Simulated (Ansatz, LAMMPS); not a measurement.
**Relaxing glassy 56SiO2-19BaO-25CaO (mol %) (82 atoms)**

Aim: bring glassy 56SiO2-19BaO-25CaO (mol %) (82 atoms) to a nearby minimum of the energy and see what moves.

Program: Ansatz 0.2.0. Level of theory: Kohn-Sham DFT, revPBE, PAW (set soft_2), plane waves. Results are calculated unless marked as measured.

### 1. Set-up

The cell holds 82 atoms: 18 Si, 6 Ba, 8 Ca and 50 O. Its edges and angles: a = 10.676 Å, b = 10.676 Å, c = 10.676 Å, α = 90.0°, β = 90.0°, γ = 90.0°. 82 atoms (18 Si, 6 Ba, 8 Ca, 50 O) placed at random at 3.25 g/cm³, melted at 4000 K for 10 ps at fixed volume with the Morse and Coulomb pair potential with partial charges (Pedone, Malavasi, Menziani, Cormack and Segre, J. Phys. Chem. B 110, 11780 (2006)). Quenched from 4000 K to 300 K at 10 K/ps and fixed volume, held 10 ps at zero pressure.

Limits known from the start: The quench rate of 10 K/ps is orders of magnitude faster than experiment, which tends to freeze in extra defects. The network of bonds at the start is that of the classical potential that made the cell. Sampling is at Γ alone, for a cell whose shortest periodic width is 11 Å. Spin–orbit coupling is left out, which matters for the levels of the heavy elements.

### 2. Single point at the start

A single point comes first, to see the forces before anything moves.

The input, input.yaml:

```yaml
crystal:
  lattice:
    - [10.67573, 0.0, 0.0]
    - [0.0, 10.67573, 0.0]
    - [0.0, 0.0, 10.67573]
  atoms:
    - { symbol: Si, position: [0.16391, 0.8242, 0.74932] }
    - { symbol: Si, position: [0.81324, 0.06647, 0.80217] }
    - { symbol: Si, position: [0.46768, 0.06801, 0.74554] }
    - { symbol: Si, position: [0.62494, 0.33345, 0.48466] }
    [... 72 atom lines left out ...]
    - { symbol: O, position: [0.65188, 0.37096, 0.33934] }
    - { symbol: O, position: [0.63514, 0.1795, 0.48915] }
    - { symbol: O, position: [0.16546, 0.70017, 0.37191] }
    - { symbol: O, position: [0.54758, 0.67861, 0.04125] }
    - { symbol: O, position: [0.07141, 0.14609, 0.64331] }
    - { symbol: O, position: [0.95971, 0.63752, 0.48434] }
kpoints:
  mp_grid: { grid: [1, 1, 1] }
hamiltonian:
  xc: revpbe
scf:
  occupations: { method: fixed }
output:
  forces: true
  stress: true
  populations: true
  dos:
    method: { smearing: { sigma: 0.15 } }
    de: 0.1
    projected: { site_lists: { Ba: [Ba], Ca: [Ca], O: [O], Si: [Si] } }
  eigenvalues: true
```

Launch:

```
ansatz run input.yaml --threads 4 --pin off --max-ram 8192MiB --backend cpu --events-out ev --progress --plain --runs-dir out
```

Elapsed: 24 s, on 4 threads of Arm Neoverse V1, shared host; peak memory 1.5 GiB; 88 s of CPU time.

The run gave:

| Item | Value |
| --- | --- |
| free energy | -90320.2489 eV |
| free energy per atom | -1101.4664 eV/atom |
| SCF cycles | 10 |
| pressure | 7.024 GPa |
| r.m.s. force component | 1.377 eV/Å |
| longest force | 6.277 eV/Å |
| Fermi energy | 5.653 eV |
| gap (highest filled to lowest empty level) | 3.413 eV |
| spilling of the projection | 0.01469 |

The r.m.s. force component of 1.4 eV/Å and the pressure of 7.0 GPa set the starting point.

Neighbours are counted within 2.12 Å (O-Si), 2.88 Å (O-Ca), 3.33 Å (O-Ba).

Length of the force by element and coordination:

```
element  coordination  atoms  mean length of the force (eV/Å)  spread  least   most
     Ba           all      6                             1.09   0.435  0.287   1.64
     Ba             6      3                             1.07   0.573  0.287   1.64
     Ba             7      1                             1.38       0   1.38   1.38
     Ba             8      2                            0.956   0.115  0.842   1.07
     Ca           all      8                            0.875   0.356  0.377   1.52
     Ca             4      1                             1.20       0   1.20   1.20
     Ca             5      5                            0.922   0.360  0.488   1.52
     Ca             6      2                            0.597   0.220  0.377  0.817
      O           all     50                             2.27    1.22  0.177   6.28
      O             2     11                             2.12   0.635  0.907   3.02
      O             3     26                             2.28    1.41  0.177   6.28
      O             4     11                             2.52    1.18  0.993   4.78
      O             5      2                             1.55   0.641  0.913   2.20
     Si           all     18                             2.38    1.02  0.978   4.09
```

### 3. Cell and atoms relaxed

Cell and atoms are freed together, to release stress as well as forces.

input.yaml, the sections that differ from step 2:

```yaml
output:
  forces: true
relax:
  f_tol: 0.03
  max_steps: 200
  cell: {}
# crystal, kpoints, hamiltonian, scf: as in step 2
```

Run time: 5.9 min. Hardware: 4 threads; peak memory 1.4 GiB; 23 min of CPU time.

Relaxation path (22 of 30):

```
step  energy less that of the first step (eV)  largest force component (eV/Å)  pressure (GPa)  volume (Å³)
   1                                   0.0000                          4.7903            7.02      1216.73
   2                                  -4.5961                          2.4027            4.16      1224.30
   4                                  -7.5761                          0.6641           -0.05      1262.84
   5                                  -7.7554                          0.3086           -0.21      1268.59
   7                                  -7.8683                          0.2103           -0.08      1261.09
   8                                  -7.9924                          0.1524           -0.04      1265.05
   9                                  -8.0055                          0.5608           -0.08      1267.14
  11                                  -8.1056                          0.1787           -0.01      1265.87
  12                                  -8.1369                          0.2087            0.00      1266.45
  13                                  -8.1775                          0.2999           -0.05      1262.77
  15                                  -8.2441                          0.1900            0.19      1256.06
  16                                  -8.2654                          0.1429            0.01      1261.02
  18                                  -8.2888                          0.0883           -0.05      1261.66
  19                                  -8.2910                          0.0823           -0.03      1262.07
  20                                  -8.2944                          0.0936            0.03      1262.27
  22                                  -8.4712                          0.0188            0.26      1262.28
  23                                  -8.4028                          0.3032            0.07      1266.32
  24                                  -8.4633                          0.0492            0.00      1269.21
  26                                  -8.4632                          0.0396           -0.01      1270.95
  27                                  -8.4625                          0.0443            0.00      1271.28
  29                                  -8.4629                          0.0171            0.00      1271.82
  30                                  -8.4886                          0.0170            0.01      1271.82
```

Relaxation steps 23, 25, 28 were tried and not accepted.

```
     cell as run  before   after  change
           a (Å)  10.676  10.731  +0.5 %
           b (Å)  10.676  10.987  +2.9 %
           c (Å)  10.676  10.801  +1.2 %
           α (°)   90.00   87.05  -3.3 %
           β (°)   90.00   90.05  +0.1 %
volume (Å³/atom)   14.84   15.51  +4.5 %
```

The atoms that moved most (Å, as changes of fractional coordinates times the final cell):

```
atom      dx      dy      dz  length
Ca27  -0.394  -0.520   0.992   1.187
 O47   0.154   0.509  -0.669   0.855
 O81   0.309   0.402  -0.572   0.764
 O60   0.164   0.301  -0.666   0.749
 O57   0.724  -0.008   0.160   0.742
 O46   0.540  -0.276   0.341   0.696
Ca28  -0.159  -0.451   0.416   0.634
 O70  -0.347   0.194   0.429   0.585
```

The relaxation changed the energy by -104 meV/atom, and atoms moved by 0.40 Å r.m.s., 1.2 Å at most.

### 4. Local order after relaxation

Bonds before and after, by the cutoffs listed below:

```
pair  bonds before  bonds after  mean before (Å)  mean after (Å)  spread before (Å)  spread after (Å)
O-Si            72           72            1.616           1.655              0.050             0.037
O-Ba            41           42            2.845           2.847              0.151             0.208
```

Density 3.20 g/cm³, 15.51 Å³ an atom.

Pair distribution functions g(r), in bins of 0.2 Å:

```
r (Å)  total   O-O   O-Si  O-Ca  O-Ba  Si-Si  Si-Ca
 1.50   0.12  0.00   0.45  0.00  0.00   0.00   0.00
 1.70   3.83  0.00  14.32  0.00  0.00   0.00   0.00
 1.90   0.00  0.00   0.00  0.00  0.00   0.00   0.00
 2.10   0.03  0.00   0.00  0.27  0.00   0.00   0.00
 2.30   0.60  0.00   0.00  5.04  0.00   0.00   0.00
 2.50   0.55  0.43   0.00  2.49  1.06   0.00   0.00
 2.70   2.28  5.03   0.00  0.55  3.88   0.00   0.00
 2.90   0.72  0.88   0.00  1.06  2.00   1.08   0.81
 3.10   0.71  0.59   0.23  0.39  1.42   4.44   1.09
 3.30   0.68  0.89   0.26  0.11  0.48   1.47   1.31
 3.50   0.96  0.93   0.83  0.31  0.83   0.00   3.11
 3.70   1.22  0.92   1.63  0.93  0.86   0.00   3.63
 3.90   1.04  0.69   1.33  0.99  0.77   0.40   1.37
 4.10   1.03  0.84   1.30  0.97  0.89   0.18   0.42
 4.30   1.18  0.77   1.83  1.36  1.38   1.01   0.57
 4.50   0.94  0.64   1.06  1.43  0.92   1.05   0.87
 4.70   1.10  1.14   1.16  1.49  0.83   1.42   0.49
 4.90   1.02  1.17   0.71  1.32  1.06   1.16   1.02
 5.10   0.94  1.10   0.72  1.21  0.98   0.48   1.20
 5.30   1.07  1.38   0.78  0.94  1.38   1.45   0.62
```

Bonds by pair of elements; cutoffs follow the first minimum of g(r), held within bounds set by covalent radii, and pairs that aren't listed don't count as bonded:

```
pair A-B  cutoff (Å)  bonds  mean length (Å)  spread (Å)  shortest (Å)  B about A  A about B
    O-Si        2.12     72             1.66       0.037          1.59       1.44          4
    O-Ca        2.83     38             2.39       0.145          2.19       0.76       4.75
    O-Ba        3.38     42             2.85       0.208          2.46       0.84          7
```

The cutoff for O-Ca falls short of the minimum of g(r), so counts run low and odd coordinations can be artefacts.

How many atoms have how many bonded neighbours:

```
element  mean   2   3   4  5  6  7  10
     Ba     7   0   0   0  1  1  3   1
     Ca  4.75   0   0   3  4  1  0   0
      O  3.04  10  28  12  0  0  0   0
     Si     4   0   0  18  0  0  0   0
```

Bond angles, per cent of each kind in bins of 5°:

```
angle (°)  O-Si-O  O-Ca-O  Ba-O-Si  Ca-O-Si
    60–65     0.0     2.7      0.0      0.0
    65–70     0.0     2.7      0.0      0.0
    70–75     0.0     0.0      0.0      0.0
    75–80     0.0    11.0      0.0      0.0
    80–85     0.0     9.6      5.8      0.0
    85–90     0.0    11.0      9.6      7.1
    90–95     0.0    12.3      9.6      4.8
   95–100     1.8     4.1     11.5      4.8
  100–105    17.6     6.9     13.5      2.4
  105–110    33.3     4.1      5.8      9.5
  110–115    32.4     4.1     13.5      0.0
  115–120    11.1     4.1      7.7     11.9
  120–125     3.7     2.7     11.5      9.5
  125–130     0.0     4.1      0.0     14.3
  130–135     0.0     2.7      5.8     14.3
  135–140     0.0     2.7      1.9      7.1
  140–145     0.0     1.4      1.9      4.8
  145–150     0.0     2.7      1.9      2.4
  150–155     0.0     1.4      0.0      7.1
  155–160     0.0     1.4      0.0      0.0
  160–165     0.0     2.7      0.0      0.0
  165–170     0.0     1.4      0.0      0.0
  170–175     0.0     4.1      0.0      0.0
```

Bond angles (no mean is given where the spread exceeds 20°):

```
  angle  count  mean (°)  spread (°)
 O-Si-O    108       109         5.1
 O-Ca-O     73         -           -
Ba-O-Si     52       107          16
Ca-O-Si     42       122        17.8
```

Oxygen atoms by the number of network formers (Si, P, Ge, B, Al, As, Ga) bound to them:

```
network formers bound to O  O atoms  per cent
                         0        0         0
                         1       28        56
                         2       22        44
```

Network units: each former by its oxygen neighbours and how many of them bridge to another former:

```
former  O neighbours  bridging O  atoms
    Si             4           1      3
    Si             4           2      7
    Si             4           3      5
    Si             4           4      3
```

Bond length by coordination (bonds to H left out):

```
element  coordination  atoms  mean bond length (Å)
     Ba             5      1                  2.71
     Ba             6      1                  2.81
     Ba             7      3                  2.86
     Ba            10      1                  2.92
     Ca             4      3                  2.32
     Ca             5      4                  2.42
     Ca             6      1                  2.46
      O             2     10                  1.66
      O             3     28                  2.15
      O             4     12                  2.40
```

Rings of the network by King's shortest-path rule, up to 12 atoms, one path for each pair of neighbours; H, halogens, alkali and alkaline-earth atoms are left out, and the last column divides by all other atoms, bonded or not:

```
ring size (atoms)  rings  per network atom
               10      1             0.015
```

First main peaks of g(r), for some of the pairs, lie near 2.7 Å (O-O), 1.7 Å (O-Si), 2.3 Å (O-Ca), 2.7 Å (O-Ba), 3.1 Å (Si-Si) and 3.6 Å (Si-Ca). The O-Si-O angle averages 109° with a spread of 5°. 44 % of the oxygens bridge two formers (Si) and 56 % are non-bridging. The commonest Si unit has 4 oxygens, 2 of them shared with other formers (7 of 18 atoms). All rings counted have 10 atoms.

### 5. Single point at the relaxed geometry

The electronic structure is read at the final geometry, in a run of its own.

The input, input.yaml:

```yaml
crystal:
  lattice:
    - [10.7311, 0.0004, -0.00516]
    - [0.0004, 10.98358, 0.28032]
    - [-0.00516, 0.28032, 10.79755]
  atoms:
    - { symbol: Si, position: [0.17305, 0.79717, 0.75215] }
    - { symbol: Si, position: [0.81928, 0.08331, 0.79612] }
    - { symbol: Si, position: [0.45203, 0.07598, 0.76483] }
    - { symbol: Si, position: [0.63023, 0.3492, 0.45946] }
    [... 72 atom lines left out ...]
    - { symbol: O, position: [0.66931, 0.38473, 0.31117] }
    - { symbol: O, position: [0.60934, 0.20169, 0.47928] }
    - { symbol: O, position: [0.14843, 0.68758, 0.33387] }
    - { symbol: O, position: [0.56527, 0.67678, 0.07275] }
    - { symbol: O, position: [0.1002, 0.18403, 0.58939] }
    - { symbol: O, position: [0.93798, 0.62009, 0.46731] }
kpoints:
  mp_grid: { grid: [1, 1, 1] }
hamiltonian:
  xc: revpbe
scf:
  occupations: { method: fixed }
output:
  forces: true
  stress: true
  populations: intrinsic
  dos:
    method: { smearing: { sigma: 0.1 } }
    de: 0.1
    projected: { site_lists: { Ba: [Ba], Ca: [Ca], O: [O], Si: [Si] } }
  eigenvalues: true
  write_density: true
  write_potential: true
  volumetric_format: npy
  elf: true
```

Elapsed: 24 s, on 4 threads; peak memory 1.5 GiB; 91 s of CPU time.

Read from the output:

```
free energy                                      : -90328.7375 eV
free energy per atom                             : -1101.5700 eV/atom
SCF cycles                                       : 9
pressure                                         : 0.008946 GPa
r.m.s. force component                           : 0.00493 eV/Å
longest force                                    : 0.01878 eV/Å
Fermi energy                                     : 4.733 eV
gap (highest filled to lowest empty level) : 3.988 eV
```

Intrinsic-atomic-orbital charges by element:

```
element  coordination  atoms  mean charge (e)  spread  least    most
     Ba           all      6             1.84  0.0179   1.80    1.85
     Ca           all      8             1.75  0.0119   1.74    1.78
      O           all     50            -1.08   0.136  -1.25  -0.896
     Si           all     18             1.61  0.0583   1.53    1.73
```

Density of states as counts of states in windows of 1 eV (from the Fermi level), total and the larger projections:

```
from (eV)  to (eV)  total   O p  Si p   O s  Ba p
      -18      -17   15.5   0.3   1.5  11.7   0.1
      -17      -16   36.6   0.6   4.3  28.4   0.2
      -16      -15    4.4   0.0   0.5   3.5   0.0
      -15      -12    0.0   0.0   0.0   0.0   0.0
      -12      -11    5.0   0.2   0.0   0.0   4.8
      -11      -10   28.4   1.1   0.2   0.3  26.7
      -10       -9    4.9   1.6   0.1   0.2   2.4
       -9       -8    9.2   6.0   0.6   0.5   0.1
       -8       -7    8.8   6.1   0.9   0.5   0.1
       -7       -6   16.4  12.0   2.5   0.6   0.1
       -6       -5    7.4   5.7   1.4   0.1   0.0
       -5       -4   33.6  25.7   3.5   2.2   0.1
       -4       -3   46.6  38.9   3.8   1.7   0.2
       -3       -2   57.1  51.6   2.0   0.9   0.2
       -2       -1   71.1  66.1   1.5   0.4   0.4
       -1        0   45.5  43.3   0.5   0.1   0.2
        0        1    2.2   2.0   0.0   0.0   0.0
        1        3    0.0   0.0   0.0   0.0   0.0
        3        4    0.6   0.0   0.0   0.1   0.0
        4        5    2.8   0.1   0.1   0.3   0.0
```

With fixed occupations the program's Fermi level is the highest filled level; weight inside the gap is the broadening of levels at its edges.

Between -26 and -18 eV lie 103 more states.

The levels nearest the highest filled one (over half full), pooled over k-points and spins:

```
level less the highest filled one (eV)  occupation
                                -0.339           2
                                -0.307           2
                                -0.260           2
                                -0.181           2
                               -0.0804           2
                                     0           2
                                  3.99           0
                                  4.94           0
                                  5.03           0
                                  5.15           0
                                  5.32           0
                                  5.37           0
```

Mean intrinsic-atomic-orbital charges: Ba +1.84, Ca +1.75, O -1.08, Si +1.61 e.

### 6. Outcome

* energy change in the relaxation: -103.5 meV/atom
* r.m.s. displacement: 0.402 Å
* largest displacement: 1.187 Å
* free energy per atom: -1101.5700 eV/atom
* pressure: 0.008946 GPa
* r.m.s. force component: 0.00493 eV/Å
* gap (highest filled to lowest empty level): 3.988 eV
* wall time of the 3 DFT runs: 6.7 min

What this shows: Relaxation lowers the energy by 104 meV/atom and moves atoms by 0.40 Å r.m.s.; the r.m.s. force component goes from 1.4 to 0.0049 eV/Å, the pressure goes from 7.0 to 0.0089 GPa, and the gap from 3.41 to 3.99 eV. Displacements are taken in the final cell, so they leave out its strain. The cell grew by 4.5 % in volume. From the first step to the last the energy fell by 8.489 eV, and the largest move was 1.19 Å (Ca27). The O-Si bonds change most in mean length: from 1.616 Å (spread 0.050) to 1.655 Å (spread 0.037). 44 % of the oxygens bridge two formers (Si) and 56 % are non-bridging. Filled and empty levels are parted by 3.99 eV (at Γ alone); a semilocal functional tends to put such gaps too low. In a disordered cell it changes from sample to sample, and tail or defect levels can set it.

What to keep in mind: The network of bonds at the start is that of the classical potential that made the cell; in DFT atoms moved by 0.40 Å r.m.s.

[Logs are printed without paths, hosts, clocks, repeated set-up lines and the standing remarks that a program may print on its own settings, such as how far it seeks lower states.]

[Hosts, paths, dates, database ids (printed as entryN), source tags and the programs' standing remarks are cut or masked in the printed files.]
